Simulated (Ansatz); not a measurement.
# Na on Al(100): change of the work function, part 3 of 3

How does Na on the hollow site change the work function of Al(100) as the layer fills?

Ansatz 0.2.0; plane-wave DFT, PBE, Ansatz PAW.

So far, work function, upper face (eV): step 2 (the clean slab) 4.29; step 3 (37 atoms, coverage 0.111 ML, cell 3x3) 2.70.

### 4. The covered slab, k-mesh 6×6×1, coverage 0.25 ML

System of this step: Na/Al(100). The cell holds 17 atoms: 16 Al and 1 Na. Cell: a = 5.728 Å, b = 5.728 Å, c = 26.239 Å, α = 90.0°, β = 90.0°, γ = 90.0°. Vacuum lies along c.

Another coverage, to see how the dipoles act on each other as their distance changes.

Contents of input.yaml:

```yaml
crystal:
  lattice:
    - [5.7275649276, 0.0, 0.0]
    - [0.0, 5.7275649276, 0.0]
    - [0.0, 0.0, 26.2394690836]
  atoms:
    - { symbol: Al, position: [0.25, 0.25, 0.3429947447] }
    - { symbol: Al, position: [0.0, 0.0, 0.4201685623] }
    - { symbol: Al, position: [0.25, 0.25, 0.4967452753] }
    - { symbol: Al, position: [0.0, 0.0, 0.5749312269] }
    - { symbol: Al, position: [0.25, 0.75, 0.3429947447] }
    - { symbol: Al, position: [0.0, 0.5, 0.4201685623] }
    - { symbol: Al, position: [0.25, 0.75, 0.4967452753] }
    - { symbol: Al, position: [0.0, 0.5, 0.5749312269] }
    - { symbol: Al, position: [0.75, 0.25, 0.3429947447] }
    - { symbol: Al, position: [0.5, 0.0, 0.4201685623] }
    - { symbol: Al, position: [0.75, 0.25, 0.4967452753] }
    - { symbol: Al, position: [0.5, 0.0, 0.5749312269] }
    - { symbol: Al, position: [0.75, 0.75, 0.3429947447] }
    - { symbol: Al, position: [0.5, 0.5, 0.4201685623] }
    - { symbol: Al, position: [0.75, 0.75, 0.4967452753] }
    - { symbol: Al, position: [0.5, 0.5, 0.5749312269] }
    - { symbol: Na, position: [0.25, 0.25, 0.6570052553] }
kpoints:
  mp_grid: { grid: [6, 6, 1] }
hamiltonian:
  xc: pbe
scf:
  occupations: { method: fermi_dirac, width: 0.1 }
  convergence: { dr2_threshold: 1.0e-08 }
efield:
  axis: 3
  dipole_correction: true
  ramp_position: 0.97
  ramp_width: 0.06
relax:
  f_tol: 0.02
  max_steps: 60
  constraints: [{ sites: [0, 1, 4, 5, 8, 9, 12, 13] }]
output:
  dos: { projected: true, e_range: [-8, 4] }
  write_potential: true
  write_density: true
  volumetric_format: npy
  elf: true
```

Launch:

```
ansatz run input.yaml --threads 2 --pin off --max-ram 4096MiB --backend cpu --events-out ev --progress --plain --runs-dir out
```

Numbers of over 12 decimals in the logs are rounded to 6 here.

What it wrote:

```text
[...]
Crystal: 17 atoms, lattice volume = 860.786 Å³
Basis set: ecut = 420 eV, 16891 PW (Γ), exchange–correlation on 80×80×360 points (8 copies of the dense FFT grid, shifted against one another)
Bands: 46, of which v1, the nominal top of the filled ones, is band 29 counted from 1 (28 counted from 0)
Symmetry: 8 space group operations
[...]
k-points: 10 of 36
[...]
SCF iter   1: F=—  HF=-10082.967140 eV  |F-HF|=—  |Δ(HF+E_count)|=         —  Δρ=1.36e-3  dr2=2.78e-1  ethr=1.77e-3  p=0.408 e·Å  D=8.57e-2 V/Å  ΔV_dip=-2.25 eV  dr2_dipole=5.55e-2  V_vac-E_F(+/−)=1.92/4.17 eV  ⟨swp⟩=19.6  Hψ=3489  notcnv=0  defer=1
[...]
SCF iter   8: F=-10082.958327 eV  HF=-10082.958327 eV  |F-HF|=1.47e-9  |Δ(HF+E_count)|=   1.44e-8  Δρ=2.53e-7  dr2=5.86e-10  ethr=1.75e-11  p=0.464 e·Å  D=9.76e-2 V/Å  ΔV_dip=-2.56 eV  dr2_dipole=9.52e-12  V_vac-E_F(+/−)=1.73/4.29 eV  ⟨swp⟩=17.4  Hψ=3097  notcnv=0
SCF 1 converged in 8 iterations: F = -10082.958327 eV  dr2 = 5.86e-10
[...]
relax step   1: F+E_penalty+E_count = -10082.95832747 eV  Δ(F+E_penalty+E_count) = +0.000e0 eV  max|allowed force component| = 5.280e-1 eV/Å  Δτ_max = 0.0000 Å  (8 SCF iters, accepted)
[...]
SCF iter   8: F=-10083.010306 eV  HF=-10083.010306 eV  |F-HF|=3.44e-10  |Δ(HF+E_count)|=   2.12e-9  Δρ=1.96e-7  dr2=7.16e-10  ethr=1.75e-11  p=0.474 e·Å  D=9.96e-2 V/Å  ΔV_dip=-2.61 eV  dr2_dipole=1.37e-11  V_vac-E_F(+/−)=1.68/4.29 eV  ⟨swp⟩=9.1  Hψ=2574  notcnv=0
SCF 2 converged in 8 iterations: F = -10083.010306 eV  dr2 = 7.16e-10
relax step   2: F+E_penalty+E_count = -10083.01030570 eV  Δ(F+E_penalty+E_count) = -5.198e-2 eV  max|allowed force component| = 1.706e-1 eV/Å  Δτ_max = 0.0581 Å  (8 SCF iters, accepted)
SCF iter   1: F=—  HF=-10083.017355 eV  |F-HF|=—  |Δ(HF+E_count)|=         —  Δρ=3.36e-4  dr2=7.51e-3  ethr=3.79e-4  p=0.474 e·Å  D=9.96e-2 V/Å  ΔV_dip=-2.61 eV  dr2_dipole=6.53e-4  V_vac-E_F(+/−)=1.67/4.29 eV  ⟨swp⟩=3.0  Hψ=1050  notcnv=0  defer=3
[...]
SCF iter   7: F=-10083.017585 eV  HF=-10083.017585 eV  |F-HF|=9.00e-9  |Δ(HF+E_count)|=   1.07e-7  Δρ=3.93e-7  dr2=7.36e-9  ethr=1.75e-11  p=0.475 e·Å  D=9.99e-2 V/Å  ΔV_dip=-2.62 eV  dr2_dipole=6.20e-11  V_vac-E_F(+/−)=1.67/4.29 eV  ⟨swp⟩=10.6  Hψ=3402  notcnv=0
SCF 3 converged in 7 iterations: F = -10083.017585 eV  dr2 = 7.36e-9
relax step   3: F+E_penalty+E_count = -10083.01758500 eV  Δ(F+E_penalty+E_count) = -7.279e-3 eV  max|allowed force component| = 3.459e-2 eV/Å  Δτ_max = 0.0716 Å  (7 SCF iters, accepted)
SCF iter   1: F=—  HF=-10083.017313 eV  |F-HF|=—  |Δ(HF+E_count)|=         —  Δρ=5.86e-5  dr2=1.18e-4  ethr=4.72e-6  p=0.475 e·Å  D=9.99e-2 V/Å  ΔV_dip=-2.62 eV  dr2_dipole=9.39e-6  V_vac-E_F(+/−)=1.67/4.29 eV  ⟨swp⟩=2.0  Hψ=914  notcnv=0
[...]
SCF iter   6: F=-10083.017867 eV  HF=-10083.017867 eV  |F-HF|=2.07e-10  |Δ(HF+E_count)|=   3.37e-9  Δρ=2.47e-7  dr2=1.42e-9  ethr=1.75e-11  p=0.475 e·Å  D=9.99e-2 V/Å  ΔV_dip=-2.62 eV  dr2_dipole=2.80e-10  V_vac-E_F(+/−)=1.67/4.29 eV  ⟨swp⟩=9.4  Hψ=2669  notcnv=0
SCF 4 converged in 6 iterations: F = -10083.017867 eV  dr2 = 1.42e-9
relax step   4: F+E_penalty+E_count = -10083.01786735 eV  Δ(F+E_penalty+E_count) = -2.823e-4 eV  max|allowed force component| = 3.913e-3 eV/Å  Δτ_max = 0.0145 Å  (6 SCF iters, accepted)
[...]
the band table was solved once a step of the walk had ended and its energy, with any forces and stress, was formed, with the checks that follow a solve (2808 applications of the Hamiltonian). They found nothing against the state; the energy, forces and stress were not computed again (output.eigenvalues in the input reference)
[...]
SCF converged after 6 iterations
Free energy (F): -10083.017867 eV
[...]
Internal energy: -10082.770035 eV  (E = F + TS)
E sigma→0 (E₀):  -10082.893951 eV
Entropy (-TS):   -0.247832 eV (-14.578 meV/atom)
Fermi energy:    0.586455 eV
Dipole field:    D = 0.099880 V/Å  (p = 0.475130 e·Å, saw-weighted, corrected)
Work function:   Φ+ = 1.6678 eV   Φ− = 4.2887 eV
[...]
--- Forces (eV/Å), atoms counted from 1 ---
  atom   1  Al    -0.00000000     0.00000000    -0.05495500
  atom   2  Al     0.01215097     0.01215097     0.06854251
  atom   3  Al    -0.00000000     0.00000000    -0.00196365
  atom   4  Al    -0.00028335    -0.00028335    -0.00113435
  atom   5  Al     0.00000000     0.00000000    -0.06794564
  atom   6  Al     0.01215097    -0.01215097     0.06854251
  atom   7  Al    -0.00000000     0.00000000     0.00056451
  atom   8  Al    -0.00028335     0.00028335    -0.00113435
  atom   9  Al     0.00000000     0.00000000    -0.06794564
  atom  10  Al    -0.01215097     0.01215097     0.06854251
  atom  11  Al     0.00000000     0.00000000     0.00056451
  atom  12  Al     0.00028335    -0.00028335    -0.00113435
  atom  13  Al    -0.00000000     0.00000000    -0.08370711
  atom  14  Al    -0.01215097    -0.01215097     0.06854251
  atom  15  Al     0.00000000     0.00000000     0.00183231
  atom  16  Al     0.00028335     0.00028335    -0.00113435
  atom  17  Na    -0.00000000     0.00000000     0.00391306
  max |Σ_I F_I| component: 1.00e-5 eV/Å
--- Band table (eV; the first three rows and the last of 10) ---
  k-point 0: bands = [... 25 lower, -0.5702, -0.5657, 0.3960, 0.3960, 0.4697, 0.5649, 0.7493, 0.8335, ... 13 higher]
  k-point 1: bands = [... 25 lower, -0.4641, 0.4549, 0.4678, 0.4997, 0.6140, 0.6174, 0.6359, 0.8467, ... 13 higher]
  k-point 2: bands = [... 25 lower, -0.3881, -0.3526, 0.2395, 0.8584, 0.9749, 1.1077, 1.2010, 1.8852, ... 13 higher]
  k-point 9: bands = [... 25 lower, 0.4518, 0.4518, 0.5423, 1.4092, 1.4251, 1.4251, 1.4695, 1.5822, ... 13 higher]
--- Relaxed structure (4 steps of the walk, 4 accepted, 0 SCFs on fresh bases) ---
  F+E_penalty+E_count = -10083.01786735 eV   max|allowed force component| = 3.913e-3 eV/Å
  atoms:
    - { symbol: Al, position: [0.250000, 0.250000, 0.342995] }
    - { symbol: Al, position: [0.0, 0.0, 0.420169] }
    - { symbol: Al, position: [0.250000, 0.250000, 0.497284] }
    - { symbol: Al, position: [-0.00316617, -0.00316617, 0.573780] }
    - { symbol: Al, position: [0.250000, 0.750000, 0.342995] }
    - { symbol: Al, position: [0.0, 0.500000, 0.420169] }
    - { symbol: Al, position: [0.250000, 0.750000, 0.496747] }
    - { symbol: Al, position: [-0.00316617, 0.503166, 0.573780] }
    - { symbol: Al, position: [0.750000, 0.250000, 0.342995] }
    - { symbol: Al, position: [0.500000, 0.0, 0.420169] }
    - { symbol: Al, position: [0.750000, 0.250000, 0.496747] }
    - { symbol: Al, position: [0.503166, -0.00316617, 0.573780] }
    - { symbol: Al, position: [0.750000, 0.750000, 0.342995] }
    - { symbol: Al, position: [0.500000, 0.500000, 0.420169] }
    - { symbol: Al, position: [0.750000, 0.750000, 0.496076] }
    - { symbol: Al, position: [0.503166, 0.503166, 0.573780] }
    - { symbol: Na, position: [0.250000, 0.250000, 0.662501] }
```

Wall time 2.2 min (2 threads of Arm Neoverse N1, shared host); peak memory 1 GiB; 4.3 min of CPU time.

Relaxation path:

```tsv
step	energy less that of the first step (eV)	largest force component (eV/Å)
1	0.0000	0.5280
2	-0.0520	0.1706
3	-0.0593	0.0346
4	-0.0595	0.0039
```

The run keeps the 8 symmetry operations that it works with, so distortions that break them were not tested.

The atoms that moved most (Å):

```tsv
atom	dx	dy	dz	length
Na17	0.000	0.000	0.144	0.144
Al4	-0.018	-0.018	-0.030	0.040
Al12	0.018	-0.018	-0.030	0.040
Al8	-0.018	0.018	-0.030	0.040
Al16	0.018	0.018	-0.030	0.040
Al15	0.000	0.000	-0.018	0.018
Al3	0.000	0.000	0.014	0.014
```

Final coordinates:

```cif
data_structure
_symmetry_space_group_name_H-M 'P 1'
_symmetry_Int_Tables_number 1
_cell_length_a 5.7276
_cell_length_b 5.7276
_cell_length_c 26.2395
_cell_angle_alpha 90.000
_cell_angle_beta 90.000
_cell_angle_gamma 90.000
_cell_volume 860.79
loop_
_atom_site_label
_atom_site_type_symbol
_atom_site_fract_x
_atom_site_fract_y
_atom_site_fract_z
_atom_site_occupancy
Al1 Al 0.25000 0.25000 0.34299 1
Al2 Al 0.00000 0.00000 0.42017 1
Al3 Al 0.25000 0.25000 0.49728 1
Al4 Al 0.99683 0.99683 0.57378 1
Al5 Al 0.25000 0.75000 0.34299 1
Al6 Al 0.00000 0.50000 0.42017 1
Al7 Al 0.25000 0.75000 0.49675 1
Al8 Al 0.99683 0.50317 0.57378 1
Al9 Al 0.75000 0.25000 0.34299 1
Al10 Al 0.50000 0.00000 0.42017 1
Al11 Al 0.75000 0.25000 0.49675 1
Al12 Al 0.50317 0.99683 0.57378 1
Al13 Al 0.75000 0.75000 0.34299 1
Al14 Al 0.50000 0.50000 0.42017 1
Al15 Al 0.75000 0.75000 0.49608 1
Al16 Al 0.50317 0.50317 0.57378 1
Na17 Na 0.25000 0.25000 0.66250 1
```

Numbers from this step:

```yaml
energy_at_zero_smearing: -10082.8940 eV
work_function_upper_face: 1.668 eV
work_function_lower_face: 4.289 eV
dipole_along_the_normal: 0.4751 e·Å
step_between_the_vacuum_levels: -2.621 eV
```

The density of states has structure finer than the step of the table below, so its rows give means over 0.25 eV, whole bins alone (the curve runs from -8 to 1.98 eV). Peaks (eV: height): -1.050: 13.1, 0.390: 13.1, 0.690: 14.3, 0.870: 11.4, 1.020: 10.8, 1.350: 11.8, 1.650: 11.5.

The density of states by energy, zero at the Fermi level; means over each step:

energy (eV), density of states (states/eV a cell) and a bar from the least value:
```
    -7.75        2.8 
    -7.50        2.7 
    -7.25        4.1 #####
    -7.00        3.5 ###
    -6.75        3.6 ###
    -6.50        4.1 #####
    -6.25        4.5 ######
    -6.00        5.7 ###########
    -5.75        3.6 ###
    -5.50        2.9 #
    -5.25        4.1 #####
    -5.00        3.9 ####
    -4.75        5.7 ##########
    -4.50        5.7 ##########
    -4.25        6.3 ############
    -4.00        5.0 ########
    -3.75        6.0 ############
    -3.50        3.3 ##
    -3.25        5.2 #########
    -3.00        9.4 #######################
    -2.75        6.2 ############
    -2.50        4.8 #######
    -2.25        8.1 ##################
    -2.00        7.3 ################
    -1.75        5.2 #########
    -1.50        7.8 ##################
    -1.25        5.8 ###########
    -1.00        9.1 ######################
    -0.75        7.8 ##################
    -0.50        8.7 #####################
    -0.25        6.4 #############
     0.00        4.3 ######
     0.25        9.3 #######################
     0.50        8.7 #####################
     0.75       11.4 ##############################
     1.00        7.9 ##################
     1.25       10.0 #########################
     1.50        9.1 ######################
     1.75        7.1 ###############
```

Projected DOS per atom over height of the atomic layer and energy from the Fermi level. Layers: Al4 Al4 Al4 Al4 Na from below.

Ten even steps from '0' (0.01 states/eV) to '9' (1.11 states/eV), each cell a mean:
```
32231
44445
53359
53357
32231
44450
53350
42240
32240
43340
33330
32230
32230
32230
23330
22220
11110
23320
12220
12210
12210
11110
```
Columns: height of the atomic layer (Å) from 9 to 17.4 (not evenly spaced); rows upwards: energy from the Fermi level (eV) from -7.96 to 1.95.

ELF in the ca plane at fractional y = 0.250, with atoms of Al and Na within 0.2 Å of it. It is the smooth field of the valence electrons, not physical close to the nuclei.

Values, 8 rows by 16 columns, each cell a mean:
```
0.74 0.61 0.54 0.53 0.58 0.58 0.55 0.56 0.42 0.15 0.06 0.03 0.01 0.00 0.00 0.00
0.40 0.28 0.36 0.38 0.27 0.25 0.39 0.23 0.16 0.07 0.02 0.01 0.00 0.00 0.00 0.00
0.47 0.35 0.40 0.42 0.34 0.33 0.42 0.30 0.21 0.09 0.03 0.01 0.00 0.00 0.00 0.00
0.76 0.64 0.58 0.56 0.60 0.61 0.58 0.64 0.45 0.12 0.06 0.04 0.02 0.00 0.00 0.00
0.74 0.61 0.54 0.53 0.58 0.59 0.55 0.57 0.24 0.16 0.03 0.07 0.04 0.01 0.00 0.00
0.40 0.28 0.36 0.38 0.27 0.24 0.38 0.24 0.23 0.50 0.15 0.07 0.07 0.02 0.00 0.00
0.48 0.35 0.40 0.41 0.35 0.32 0.42 0.31 0.20 0.50 0.11 0.07 0.06 0.02 0.00 0.00
0.76 0.64 0.58 0.56 0.60 0.61 0.58 0.64 0.32 0.07 0.03 0.07 0.03 0.01 0.00 0.00
```
Columns run along c (16.0 Å, from fractional 0.31 to 0.92 of the cell), rows up along a (5.7 Å). Atoms in or near the plane, at fractional coordinates: Al at (0.34, 0.25), Al at (0.50, 0.25), Al at (0.34, 0.75), Al at (0.50, 0.75), Na at (0.66, 0.25).

Valence density in the ca plane at fractional y = 0.250, with atoms of Al and Na within 0.2 Å of it. It is the smooth field of the valence electrons, not physical close to the nuclei.

Values in units of 1e0 e/Å³, 8 rows by 16 columns, each cell a mean:
```
0.2 0.2 0.2 0.2 0.2 0.2 0.2 0.1 0.1 0.0 0.0 0.0 0.0 0.0 0.0 0.0
0.1 0.1 0.1 0.2 0.1 0.1 0.1 0.1 0.0 0.0 0.0 0.0 0.0 0.0 0.0 0.0
0.1 0.2 0.2 0.2 0.2 0.2 0.2 0.1 0.0 0.0 0.0 0.0 0.0 0.0 0.0 0.0
0.2 0.2 0.2 0.2 0.2 0.2 0.2 0.2 0.1 0.0 0.0 0.0 0.0 0.0 0.0 0.0
0.2 0.2 0.2 0.2 0.2 0.2 0.2 0.1 0.1 0.2 0.0 0.0 0.0 0.0 0.0 0.0
0.1 0.1 0.1 0.1 0.1 0.1 0.1 0.1 0.8 8.5 0.1 0.0 0.0 0.0 0.0 0.0
0.1 0.2 0.2 0.2 0.2 0.2 0.2 0.1 0.5 5.0 0.1 0.0 0.0 0.0 0.0 0.0
0.2 0.2 0.2 0.2 0.2 0.2 0.2 0.2 0.1 0.1 0.0 0.0 0.0 0.0 0.0 0.0
```
Columns run along c (16.0 Å, from fractional 0.31 to 0.92 of the cell), rows up along a (5.7 Å). Atoms in or near the plane, at fractional coordinates: Al at (0.34, 0.25), Al at (0.50, 0.25), Al at (0.34, 0.75), Al at (0.50, 0.75), Na at (0.66, 0.25).

Electrostatic potential energy in the ca plane at fractional y = 0.250, with atoms of Al and Na within 0.2 Å of it. With pseudopotentials it is smooth inside the atoms' cores, unlike the true potential.

Ten even steps from '0' (-18 eV) to '9' (4 eV), each cell a mean:
```
87667888888876678888899999999999999999999999
52114788888621147888999999999999999999999999
21311689987313205899999999999999999999999999
02540589997125404899999999999999999999999999
21211689987302205899999999999999999999999999
52124788888631147888999999999999999999999999
87667888888876678888899999999999999999999999
87778888788887788888899988888899999999999999
75346888888754468888899876678889999999999999
30102688888411126899998731147889999999999999
12530589997215404899998500016788999999999999
12530589997215404899998500016788999999999999
30002688888411026899998730147889999999999999
75346888888754468888899876678889999999999999
87778888788887788888899998888899999999999999
```
Columns run along c (16.0 Å, from fractional 0.31 to 0.92 of the cell; values clipped at the 3rd and 97th percentile), rows up along a (5.7 Å). Atoms in or near the plane, at fractional coordinates: Al at (0.34, 0.25), Al at (0.50, 0.25), Al at (0.34, 0.75), Al at (0.50, 0.75), Na at (0.66, 0.25).

The relaxation took 4 steps and lowered the energy by 0.060 eV; the largest force on the free atoms ends at 0.0039 eV/Å.

By hand: a sheet of dipoles makes a step −p/(ε₀A) in the electron's potential. With e/ε₀ = 180.95 V·Å, p = 0.4751 e·Å and A = 32.80 Å², that is −180.95 × (0.4751) / 32.80 = -2.621 eV, and the two vacuum levels of the run differ by -2.621 eV.

The covered face has 1.67 eV, -2.63 eV against the clean one; the bare back face has moved by -0.01 eV, a measure of how thin the slab is.

### 5. Adsorbate added, k-mesh 6×6×1, coverage 0.5 ML

System of this step: Na/Al(100). The cell holds 18 atoms: 16 Al and 2 Na. Its edges and angles: a = 5.728 Å, b = 5.728 Å, c = 26.239 Å, α = 90.0°, β = 90.0°, γ = 90.0°. Vacuum lies along c.

Another coverage, to see how the dipoles act on each other as their distance changes.

Changes to input.yaml since step 4:

```diff
@@ -23,2 +23,3 @@
     - { symbol: Na, position: [0.25, 0.25, 0.6570052553] }
+    - { symbol: Na, position: [0.75, 0.75, 0.6570052553] }
 kpoints:
```

What it wrote:

```text
[...]
Crystal: 18 atoms, lattice volume = 860.786 Å³
Basis set: ecut = 420 eV, 16891 PW (Γ), exchange–correlation on 80×80×360 points (8 copies of the dense FFT grid, shifted against one another)
Bands: 51, of which v1, the nominal top of the filled ones, is band 33 counted from 1 (32 counted from 0)
Symmetry: 16 space group operations
[...]
- { symbol: Al, position: [0, 0.500000, 0.573983] }
[...]
- { symbol: Al, position: [0.750000, 0.750000, 0.342995] }
    - { symbol: Al, position: [0.500000, 0.500000, 0.420169] }
    - { symbol: Al, position: [0.750000, 0.750000, 0.496905] }
    - { symbol: Al, position: [0.500000, 0.500000, 0.573983] }
    - { symbol: Na, position: [0.250000, 0.250000, 0.669904] }
    - { symbol: Na, position: [0.750000, 0.750000, 0.669904] }
[key lines of the parts left out:]
SCF converged after 6 iterations
Free energy (F): -11569.738432 eV
Fermi energy:    0.474445 eV
Dipole field:    D = 0.059765 V/Å  (p = 0.284303 e·Å, saw-weighted, corrected)
Work function:   Φ+ = 2.7487 eV   Φ− = 4.3169 eV
```

Wall time 2.3 min (2 threads); peak memory 1.1 GiB.

The steps of the relaxation:

```tsv
step	energy less that of the first step (eV)	largest force component (eV/Å)
1	0.0000	0.7252
2	-0.1750	0.3150
3	-0.2286	0.0426
4	-0.2297	0.0170
```

Forces are held to the 16 operations that the run works with; a distortion that breaks them can't arise in this run.

The atoms that moved most (Å):

```tsv
atom	dx	dy	dz	length
Na18	0.000	0.000	0.338	0.338
Na17	0.000	0.000	0.338	0.338
Al4	0.000	0.000	-0.025	0.025
Al8	0.000	0.000	-0.025	0.025
Al16	0.000	0.000	-0.025	0.025
Al12	0.000	0.000	-0.025	0.025
Al7	0.000	0.000	0.009	0.009
Al11	0.000	0.000	0.009	0.009
```

Final coordinates:

```
Al Na
1.0
     5.72756    0.00000    0.00000
     0.00000    5.72756    0.00000
     0.00000    0.00000   26.23947
Al Na
16 2
Direct
  0.25000 0.25000 0.34299
  0.00000 0.00000 0.42017
  0.25000 0.25000 0.49691
  0.00000 0.00000 0.57398
  0.25000 0.75000 0.34299
  0.00000 0.50000 0.42017
  0.25000 0.75000 0.49709
  0.00000 0.50000 0.57398
  0.75000 0.25000 0.34299
  0.50000 0.00000 0.42017
  0.75000 0.25000 0.49709
  0.50000 0.00000 0.57398
  0.75000 0.75000 0.34299
  0.50000 0.50000 0.42017
  0.75000 0.75000 0.49691
  0.50000 0.50000 0.57398
  0.25000 0.25000 0.66990
  0.75000 0.75000 0.66990
```

The relaxation took 4 steps and lowered the energy by 0.23 eV; the largest force on the free atoms ends at 0.017 eV/Å.

The covered face has 2.75 eV, -1.54 eV against the clean one; the bare back face has moved by +0.02 eV, a measure of how thin the slab is.

### 6. Work function against coverage

This step: plane-wave DFT, PBE, Ansatz PAW; work function against coverage (Ansatz 0.2.0).

The runs are now put side by side.

This step gave:

| Item | Value |
| --- | --- |
| work function of the clean face | 4.293 eV |
| largest change of the work function | -2.625 eV |

Work function of the covered face against coverage:

```tsv
coverage (adsorbates/nm²)	work function of the covered face (eV)
0.00	4.29
1.35	2.70
3.05	1.67
6.10	2.75
```

The dipole per adsorbate comes from the change of the cell's dipole. Coverage, by row:

```tsv
coverage (1/nm²)	coverage (ML)	work function (eV)	change (eV)	dipole per adsorbate, positive end outwards (debye)	mean height of the added atoms over the highest substrate atom (Å)
1.355	0.1111	2.7	-1.593	3.13	2.338
3.048	0.25	1.668	-2.625	2.275	2.328
6.097	0.5	2.749	-1.544	0.679	2.517
```

### 7. Results

```
work function of the clean face                        : 4.29 eV
work function at 0.11 ML                               : 2.70 eV
work function at 0.25 ML                               : 1.67 eV
work function at 0.5 ML                                : 2.75 eV
dipole per adsorbate at 0.11 ML, positive end outwards : 3.13 D
```

**Reading.** Na lowers the work function of Al(100) at the lowest coverage, by 1.59 eV: the adsorbate layer has its positive end outwards. The dipole per adsorbate falls from 3.13 to 0.68 D as the layer fills. Neighbouring dipoles depolarise each other, and heights and bonding change with coverage too. The work function passes a minimum near 0.25 ML among the coverages run and rises again. The slab has 4 layers, at the tabulated experimental lattice constant, one starting site was run, and quantum-size effects of a slab this thin can reach one or two tenths of an eV.

[Logs are printed without paths, hosts, clocks, repeated set-up lines and the standing remarks that a program may print on its own settings, such as how far it seeks lower states.]

[Hosts, paths, dates, database ids (printed as entryN), source tags and the programs' standing remarks are cut or masked in the printed files.]

[Maps of the electrostatic potential energy from Ansatz leave out the sawtooth potential of an applied field or a dipole correction, so their vacuum need not be flat; planar profiles and work functions include it.]

[The density of states shown here was stored with 400 of the rows of the run's finer table, so its peaks can read low, often by over a quarter, or be missed, and its means over a window can be off by a tenth or more.]
